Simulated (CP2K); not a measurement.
The C K edge of ethynylallene was computed by TDDFT (CP2K XAS_TDP, aug-cc-pVDZ, TDA) at these levels: PBE, PBEh(45%) and PBEh(45%) + GW2X. The first three lines of C1 (bonded to C and H) with a strength over 0.0015, energy in eV and strength:

```csv
run,first,second,third
1,287.51 (0.041),288.03 (0.046),290.32 (0.005)
2,281.55 (0.042),282.08 (0.047),284.37 (0.005)
3,267.72 (0.014),268.22 (0.003),269.31 (0.004)
```

Which run is which?

Run 1: PBEh(45%) + GW2X (45 % exact exchange). Run 2: PBEh(45%) (45 % exact exchange). Run 3: PBE (0 % exact exchange). Self-interaction lifts the core level, so the uncorrected lines rise with the share of exact exchange. The GW2X run keeps the spacings of its parent: 0.52 eV between the first two lines in run 1, 0.53 eV in run 2. Its shift is +5.96 eV, since the Kohn–Sham level at this share of exchange lies that far above the quasiparticle level.

[Banner, clock and machine lines of the logs are left out without a mark of their own.]

[Logs are printed without paths, hosts, clocks, repeated set-up lines and the standing remarks that a program may print on its own settings, such as how far it seeks lower states.]

[Hosts, paths, dates, database ids (printed as entryN), source tags and the programs' standing remarks are cut or masked in the printed files.]
